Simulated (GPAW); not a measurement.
**A Pd chain with a P atom bridging one bond: transmission at several levels**

How well does a Pd chain with a P atom bridging one bond conduct at low bias, and how far do basis and functional move the answer?

Main program and level: GPAW 26.7.0; GPAW LCAO, PAW setups; Landauer transmission from Green's functions with principal layers (ASE), zero bias.

This is a report of a sequence of runs, with most program output left out.

## 1. Set-up

The cell holds 15 atoms: 14 Pd and 1 P. Cell: a = 9.000 Å, b = 9.000 Å, c = 35.200 Å, α = 90.0°, β = 90.0°, γ = 90.0°. Regions: left lead, 7 atoms (7 Pd); channel, 1 atom (1 P); right lead, 7 atoms (7 Pd). Vacuum lies along a and b. The structure is stacked along c, and the current runs across the ab planes.

## 2. Double-zeta polarised basis

Localised orbitals split the wire into layers that couple to their neighbours alone, which is what the Green's function method needs; double zeta with polarisation is the usual level for numbers.

File run.py:

```python
import json
import numpy as np
from ase import Atoms
from ase.transport.calculators import TransportCalculator
from gpaw import GPAW, FermiDirac
from gpaw.lcao.tools import get_lcao_hamiltonian
from scipy.linalg import eigh

# The junction with lead layers at both ends, along the third cell vector
device = Atoms(
    ['Pd', 'Pd', 'Pd', 'Pd', 'Pd', 'Pd', 'Pd', 'P', 'Pd', 'Pd', 'Pd', 'Pd', 'Pd', 'Pd', 'Pd'],
    positions=[
        [4.50000, 4.50000, 1.25000],
        [4.50000, 4.50000, 3.75000],
        [4.50000, 4.50000, 6.25000],
        [4.50000, 4.50000, 8.75000],
        [4.50000, 4.50000, 11.25000],
        [4.50000, 4.50000, 13.75000],
        [4.50000, 4.50000, 16.25000],
        [6.32382, 4.50000, 17.60000],
        [4.50000, 4.50000, 18.95000],
        [4.50000, 4.50000, 21.45000],
        [4.50000, 4.50000, 23.95000],
        [4.50000, 4.50000, 26.45000],
        [4.50000, 4.50000, 28.95000],
        [4.50000, 4.50000, 31.45000],
        [4.50000, 4.50000, 33.95000]],
    cell=[[9.0, 0.0, 0.0], [0.0, 9.0, 0.0], [0.0, 0.0, 35.2]],
    pbc=True)

# One principal layer of the lead: the first 5 atoms of the device
lead = Atoms(
    ['Pd', 'Pd', 'Pd', 'Pd', 'Pd'],
    positions=[
        [4.50000, 4.50000, 1.25000],
        [4.50000, 4.50000, 3.75000],
        [4.50000, 4.50000, 6.25000],
        [4.50000, 4.50000, 8.75000],
        [4.50000, 4.50000, 11.25000]],
    cell=[[9.0, 0.0, 0.0], [0.0, 9.0, 0.0], [0.0, 0.0, 12.5]],
    pbc=True)

settings = dict(mode='lcao', basis='dzp', xc='PBE', h=0.2,
                occupations=FermiDirac(0.1), maxiter=250,
                mixer=dict(beta=0.1, nmaxold=8, weight=100.0),
                convergence=dict(density=0.0001))
energies = np.arange(-2, 2 + 1e-9, 0.05)
eta = 0.0001
n1, n2 = 1, 1
# k and -k transmit alike, so half of the mesh across the current serves
mesh = [(i, j) for i in range(n1) for j in range(n2) if (i, j) <= (-i % n1, -j % n2)]
weights = np.array([1 if (i, j) == (-i % n1, -j % n2) else 2 for i, j in mesh]) / (n1 * n2)


def ground_state(atoms, size, txt):
    atoms.calc = GPAW(kpts={'size': size, 'gamma': True}, symmetry={'tolerance': 1e-3}, txt=txt, **settings)
    atoms.get_potential_energy()
    return atoms.calc.get_fermi_level()


def blocks(atoms, fermi, points, nz, cells):
    """H - E_F S and S between cell 0 and the cells above it, at each point across the current."""
    kz = np.arange(nz) / nz
    calc = atoms.calc.fixed_density(kpts=[(*k, z) for k in points for z in kz], symmetry='off', txt=None)
    H, S = get_lcao_hamiltonian(calc)
    H = (H - fermi * S).reshape(len(H), len(points), nz, *S.shape[1:])
    S = S.reshape(H.shape[1:])
    phases = [np.exp(-2j * np.pi * kz * R) / nz for R in cells]
    return [(np.einsum('skzij,z->ksij', H, p), np.einsum('kzij,z->kij', S, p)) for p in phases]


def pair(a, b):
    return np.block([[a, b], [b.T.conj(), a]])


def count_channels(h, s, cells, nk=240):
    """Half the number of times that the lead's bands cross each energy, unfolded to its shortest repeat."""
    b = len(h) // cells
    bands = []
    for k in (np.arange(nk + 1) + 0.5) / nk:
        hk, sk = h[:b, :b].copy(), s[:b, :b].copy()
        for R in range(1, cells):
            phase, block = np.exp(2j * np.pi * k * R), slice(R * b, (R + 1) * b)
            hk += h[:b, block] * phase + (h[:b, block] * phase).T.conj()
            sk += s[:b, block] * phase + (s[:b, block] * phase).T.conj()
        bands.append(eigh(hk, sk, eigvals_only=True))
    below = np.array(bands)[:, :, None] < energies
    return (below[1:] != below[:-1]).sum((0, 1)) / 2


fermi_lead = ground_state(lead, (1, 1, 9), 'lead.txt')
fermi_device = ground_state(device, (1, 1, 2), 'device.txt')
T, channels, eigen, tail, misfit, shifts = [], [], [], 0.0, 0.0, []
for first in range(0, len(mesh), 493):
    points = [(i / n1, j / n2) for i, j in mesh[first:first + 493]]
    (H0k, S0k), (H1k, S1k), (H2k, _) = blocks(lead, fermi_lead, points, 5, range(3))
    [(Hk, Sk)] = blocks(device, fermi_device, points, 2, [0])
    tail = max(tail, abs(H2k).max())
    for H0, S0, H1, S1, H, S in zip(H0k, S0k, H1k, S1k, Hk, Sk):
        n = len(S0)
        # Shift the lead onto the potential of the device's first layer
        shift = ((H[:, 0, 0] - H0[:, 0, 0]) / S0[0, 0]).real.mean()
        shifts.append(shift)
        misfit = max(misfit, abs(H[:, :n, :n] - H0 - shift * S0).max())
        Tk, Ck, Ek = [], [], []
        for s in range(len(H)):
            t = s % len(H0)  # a lead without moments serves both spins
            h1, s1 = pair(H0[t] + shift * S0, H1[t] + shift * S1), pair(S0, S1)
            leads = dict(h1=h1, s1=s1, energies=energies, eta=eta, eta1=eta, eta2=eta)
            calc = TransportCalculator(h=H[s], s=S, eigenchannels=3, **leads)
            Tk.append(calc.get_transmission())
            Ek.append(np.sort(calc.eigenchannels_ne, axis=0)[::-1])
            Ck.append(count_channels(h1, s1, 10))
        T.append(Tk)
        channels.append(Ck)
        eigen.append(Ek)
T, channels = np.array(T), np.array(channels)
mean, open_channels = np.einsum('kse,k->se', T, weights), np.einsum('kse,k->se', channels, weights)

print(f'basis functions: device {len(S)}, principal layer {n}')
print(f'Fermi level: lead {fermi_lead:.4f} eV, device {fermi_device:.4f} eV; lead shifted by {np.mean(shifts):.4f} eV')
print(f'largest coupling past the next layer {tail:.2e} eV, largest misfit of the first layer {misfit:.3f} eV')
print('  E-E_F (eV)   ' + 'T (one spin)  channels')
for e, t, c in zip(energies, mean.T, open_channels.T):
    print(f'{e:10.3f}  ', *[f'{x:11.4e}' for x in t], *[f'{x:9.4f}' for x in c])

kT = 8.617333e-5 * 500
fine = np.linspace(energies[0], energies[-1], 4001)
both = np.exp(np.interp(fine, energies, np.log(np.maximum(mean.sum(0) * 2 / len(mean), 1e-30))))
fermi = lambda mu: 1 / (1 + np.exp(np.clip((fine - mu) / kT, -200, 200)))
slope = fermi(0) * (1 - fermi(0)) / kT
G = np.trapezoid(both * slope, fine) / 2
seebeck = -np.trapezoid(both * slope * fine, fine) / (2 * G * 500) * 1e6
print(f'conductance at 500 K: {G:.5g} G0 a cell; thermopower {seebeck:.4g} uV/K')
bias = [0.1, 0.2, 0.5, 1.0, 1.5, 2.0]
current = [38.74 * np.trapezoid(both * (fermi(V / 2) - fermi(-V / 2)), fine) for V in bias]
for V, I in zip(bias, current):
    print(f'current from the zero-bias T(E) at {V} V: {I:.5g} uA')
zero = abs(energies).argmin()
json.dump(dict(energies=energies.tolist(), T=mean.tolist(), channels=open_channels.tolist(), G=G, seebeck=seebeck,
               bias=bias, current=current, tail=tail, misfit=misfit, shift=np.mean(shifts), n_device=len(S), n_lead=n,
               fermi=[fermi_lead, fermi_device], energy=device.get_potential_energy(),
               moments=device.get_magnetic_moments().tolist(), mesh=mesh, weights=weights.tolist(),
               T_k=T[:, :, zero].tolist(), eigen=np.array(eigen[0]).tolist()), open('result.json', 'w'))
```

Started as:

```
$ OMP_NUM_THREADS=1 OPENBLAS_NUM_THREADS=1 python run.py
```

Wall time 8 min (1 thread of Arm Neoverse N1, shared host); peak memory 1.5 GiB.

This step gave:

```yaml
conductance: 1.737 G₀
largest_coupling_past_the_next_principal_layer: 1.07e-4 eV
largest_misfit_of_the_first_principal_layer: 0.09148 eV
shift_that_aligns_the_lead: -0.001448 eV
basis_functions_of_the_junction: 391
basis_functions_of_a_principal_layer: 135
transmission_at_the_fermi_level_one_spin: 1.841
open_channels_of_the_lead_at_the_fermi_level_one_spin: 4
```

One spin. The transmission, zone mean by energy, zero at the Fermi level:

```
energy (eV)  transmission, zone mean
      -2.00                     1.98
      -1.85                     1.80
      -1.70                     1.43
      -1.60                     1.64
      -1.45                     2.65
      -1.30                     2.58
      -1.15                     2.50
      -1.05                     2.41
      -0.90                     2.23
      -0.75                     2.11
      -0.60                     1.38
      -0.50                     1.79
      -0.35                     2.03
      -0.30                     2.03
      -0.20                     2.02
      -0.05                     1.94
       0.00                     1.84
       0.05                     1.66
       0.20                    0.990
       0.35                    0.940
       0.50                    0.832
       0.60                    0.775
       0.75                    0.712
       0.90                    0.655
       1.05                    0.592
       1.15                    0.542
       1.30                    0.458
       1.45                    0.371
       1.60                    0.290
       1.70                    0.244
       1.85                    0.192
       2.00                    0.162
```

Crossings of the lead's bands, unfolded to its shortest repeat. Table of open channels, zone mean by energy, zero at the Fermi level:

```
energy (eV)  open channels, zone mean
      -2.00                         3
      -1.85                         3
      -1.70                         3
      -1.60                         3
      -1.45                         3
      -1.30                         3
      -1.15                         3
      -1.05                         3
      -0.90                         5
      -0.75                         5
      -0.60                         5
      -0.50                         5
      -0.35                         4
      -0.20                         4
      -0.05                         4
       0.00                         4
       0.05                         4
       0.20                         1
       0.35                         1
       0.50                         1
       0.60                         1
       0.75                         1
       0.90                         1
       1.05                         1
       1.15                         1
       1.30                         1
       1.45                         1
       1.60                         1
       1.70                         1
       1.85                         1
       2.00                         1
```

Not self-consistent under bias; the bias window is split evenly. Table of current through one cell, from the zero-bias transmission by bias:

```
bias (V)  current through one cell, from the zero-bias transmission (μA)
   0.100                                                            13.4
   0.200                                                            26.3
   0.500                                                            62.3
   1.000                                                             118
   1.500                                                             169
   2.000                                                             224
```

Table of transmission of the three most open eigenchannels by energy, zero at the Fermi level:

```
energy (eV)  channel 1  channel 2  channel 3
      -2.00      0.964      0.839      0.178
      -1.85      0.949      0.817     0.0294
      -1.70      0.933      0.451     0.0437
      -1.60      0.936      0.475      0.231
      -1.45      0.991      0.951      0.704
      -1.30      0.942      0.894      0.741
      -1.15      0.905      0.857      0.742
      -1.05      0.855      0.849      0.701
      -0.90      0.835      0.820      0.447
      -0.75      0.904      0.786      0.211
      -0.60      0.732      0.553     0.0901
      -0.50      0.804      0.704      0.239
      -0.35      0.991      0.727      0.296
      -0.20      0.994      0.755      0.263
      -0.05      0.991      0.734      0.202
       0.00      0.987      0.682      0.166
       0.05      0.976      0.562      0.116
       0.20      0.990     1.5e-5    4.0e-10
       0.35      0.940     1.5e-5    1.2e-11
       0.50      0.832     1.5e-5    1.2e-11
       0.60      0.775     1.6e-5    1.2e-11
       0.75      0.712     1.6e-5    1.2e-11
       0.90      0.655     1.7e-5    1.2e-11
       1.05      0.592     1.7e-5    1.2e-11
       1.15      0.542     1.7e-5    1.2e-11
       1.30      0.458     1.8e-5    1.2e-11
       1.45      0.371     1.9e-5    1.2e-11
       1.60      0.290     1.9e-5    1.2e-11
       1.70      0.244     2.0e-5    1.2e-11
       1.85      0.192     2.0e-5    1.2e-11
       2.00      0.162     2.1e-5    1.2e-11
```

Couplings past the next layer reach 1.1e-4 eV, small enough to drop; the matrix elements of the cell's first layer differ from the bulk lead's by up to 0.091 eV. That layer keeps its own values in the calculation, and only beyond it is the lead taken as perfect. The Fermi levels of lead and junction count from different zeros of potential, one for each periodic cell; with both set to zero, the small remaining shift is what aligns them. By hand: G = 1.737 × 77.48 μS = 135 μS, a resistance of 7.43 kΩ; at 0.1 V a linear junction would pass 13.5 μA, and the integral over the bias window gives 13.4 μA.

## 3. Single-zeta polarised basis

One radial function a shell plus polarisation makes the matrices smaller; the question is what that costs.

run.py: that of step 2 with these lines changed.

```diff
@@ -42,3 +42,3 @@
 
-settings = dict(mode='lcao', basis='dzp', xc='PBE', h=0.2,
+settings = dict(mode='lcao', basis='szp(dzp)', xc='PBE', h=0.2,
                 occupations=FermiDirac(0.1), maxiter=250,
```

Run time: 4.4 min. Hardware: 1 thread; peak memory 1.4 GiB.

This step gave:

* conductance: 1.284 G₀
* largest coupling past the next principal layer: 1.09e-4 eV
* largest misfit of the first principal layer: 0.09782 eV
* shift that aligns the lead: -2.68e-4 eV
* basis functions of the junction: 219
* basis functions of a principal layer: 75
* transmission at the Fermi level (one spin): 1.348

One spin. Transmission, zone mean against energy, zero at the Fermi level:

```
energy (eV)  transmission, zone mean
      -2.00                     1.82
      -1.90                     1.65
      -1.80                     1.31
      -1.70                     2.36
      -1.60                     2.63
      -1.55                     2.61
      -1.45                     2.52
      -1.35                     2.42
      -1.25                     2.31
      -1.15                     2.11
      -1.05                     1.95
      -0.90                     1.70
      -0.80                     1.61
      -0.70                     1.47
      -0.60                     1.44
      -0.55                     1.80
      -0.50                     1.58
      -0.40                     1.19
      -0.25                     1.71
      -0.20                     1.72
      -0.15                     1.71
      -0.05                     1.56
       0.00                     1.35
       0.05                    0.887
       0.15                    0.993
       0.25                    0.900
       0.40                    0.733
       0.50                    0.650
       0.60                    0.591
       0.70                    0.547
       0.80                    0.513
       0.90                    0.482
       1.05                    0.438
       1.15                    0.406
       1.25                    0.373
       1.35                    0.338
       1.45                    0.302
       1.55                    0.268
       1.70                    0.221
       1.80                    0.194
       1.90                    0.171
       2.00                    0.154
```

Not self-consistent under bias; the bias window is split evenly. Table of current through one cell, from the zero-bias transmission by bias:

```
bias (V)  current through one cell, from the zero-bias transmission (μA)
   0.100                                                            9.96
   0.200                                                            20.0
   0.500                                                            50.0
   1.000                                                            92.2
   1.500                                                             133
   2.000                                                             176
```

Table of transmission of the three most open eigenchannels by energy, zero at the Fermi level:

```
energy (eV)  channel 1  channel 2  channel 3
      -2.00      0.914      0.773      0.130
      -1.85      0.894      0.447      0.170
      -1.70      0.915      0.901      0.547
      -1.60      0.992      0.943      0.693
      -1.45      0.934      0.901      0.687
      -1.30      0.882      0.834      0.653
      -1.15      0.798      0.768      0.543
      -1.05      0.762      0.733      0.397
      -0.90      0.715      0.665      0.239
      -0.75      0.647      0.629      0.117
      -0.60      0.744      0.589      0.105
      -0.50      0.773      0.572      0.238
      -0.35      0.692      0.561     0.0632
      -0.20      0.985      0.573      0.156
      -0.05      0.979      0.476      0.100
       0.00      0.962      0.321     0.0592
       0.05      0.885    0.00238     2.9e-6
       0.20      0.955     3.0e-6    1.6e-11
       0.35      0.784     3.1e-6          0
       0.50      0.650     3.1e-6          0
       0.60      0.591     3.2e-6          0
       0.75      0.529     3.2e-6          0
       0.90      0.482     3.3e-6          0
       1.05      0.438     3.4e-6          0
       1.15      0.406     3.4e-6          0
       1.30      0.355     3.5e-6          0
       1.45      0.302     3.6e-6          0
       1.60      0.252     3.7e-6          0
       1.70      0.221     3.8e-6          0
       1.85      0.182     3.9e-6          0
       2.00      0.154     4.0e-6          0
```

The conductance, 1.28 G₀, lies 26 % below that of the dzp run.

## 4. GPAW, sz: basis = "sz(dzp)"

One function for each valence shell of the setup, as for a first survey of a large system.

run.py: that of step 3 with these lines changed.

```diff
@@ -42,3 +42,3 @@
 
-settings = dict(mode='lcao', basis='szp(dzp)', xc='PBE', h=0.2,
+settings = dict(mode='lcao', basis='sz(dzp)', xc='PBE', h=0.2,
                 occupations=FermiDirac(0.1), maxiter=250,
```

Run time: 3.5 min. Hardware: 1 thread; peak memory 1.4 GiB.

This step gave:

```yaml
conductance: 1.306 G₀
largest_misfit_of_the_first_principal_layer: 0.09126 eV
shift_that_aligns_the_lead: 4.31e-4 eV
basis_functions_of_the_junction: 172
basis_functions_of_a_principal_layer: 60
transmission_at_the_fermi_level_one_spin: 1.373
```

One spin. Table of transmission, zone mean by energy, zero at the Fermi level:

energy (eV), transmission, zone mean and a bar:
```
   -2.000       1.85 #####################
   -1.800       1.56 #################
   -1.600       2.58 ##############################
   -1.400       2.44 ############################
   -1.200       2.18 #########################
   -1.000       1.84 #####################
   -0.800       1.61 ##################
   -0.600       1.80 ####################
   -0.550       1.83 #####################
   -0.400       1.24 #############
   -0.200       1.71 ###################
    0.000       1.37 ###############
    0.200       0.96 ##########
    0.400       0.73 #######
    0.600       0.57 #####
    0.800       0.49 ####
    1.000       0.42 ###
    1.200       0.36 ##
    1.400       0.30 #
    1.600       0.25 #
    1.800       0.21 
    2.000       0.19
```

The conductance, 1.31 G₀, lies 25 % below that of the dzp run.

## 5. revPBE in the dzp basis: xc = "revPBE"

Back in the dzp basis, the functional changes from PBE to revPBE, to set the spread between functionals beside that between bases.

run.py: that of step 4 with these lines changed.

```diff
@@ -42,3 +42,3 @@
 
-settings = dict(mode='lcao', basis='sz(dzp)', xc='PBE', h=0.2,
+settings = dict(mode='lcao', basis='dzp', xc='revPBE', h=0.2,
                 occupations=FermiDirac(0.1), maxiter=250,
```

Elapsed: 8.8 min, on 1 thread; peak memory 1.5 GiB.

This step gave:

| Property | Result |
| --- | --- |
| conductance | 1.675 G₀ |
| largest coupling past the next principal layer | 1.03e-4 eV |
| largest misfit of the first principal layer | 0.08651 eV |
| shift that aligns the lead | 9.90e-4 eV |
| basis functions of the junction | 391 |
| basis functions of a principal layer | 135 |
| transmission at the Fermi level (one spin) | 1.774 |

The conductance, 1.67 G₀, lies 3.6 % below that of the dzp run.

## 6. The ladder

Times are for 1 thread of Arm Neoverse N1, shared host. The series side by side:

```
no.         run  conductance (G₀)     time  memory (GiB)
  1         dzp             1.737    8 min           1.5
  2         szp             1.284  4.4 min           1.4
  3          sz             1.306  3.5 min           1.4
  4  dzp revPBE             1.675  8.8 min           1.5
```

(Part 1 of 3 ends here.)

[Logs are printed without paths, hosts, clocks, repeated set-up lines and the standing remarks that a program may print on its own settings, such as how far it seeks lower states.]

[Hosts, paths, dates, database ids (printed as entryN), source tags and the programs' standing remarks are cut or masked in the printed files.]
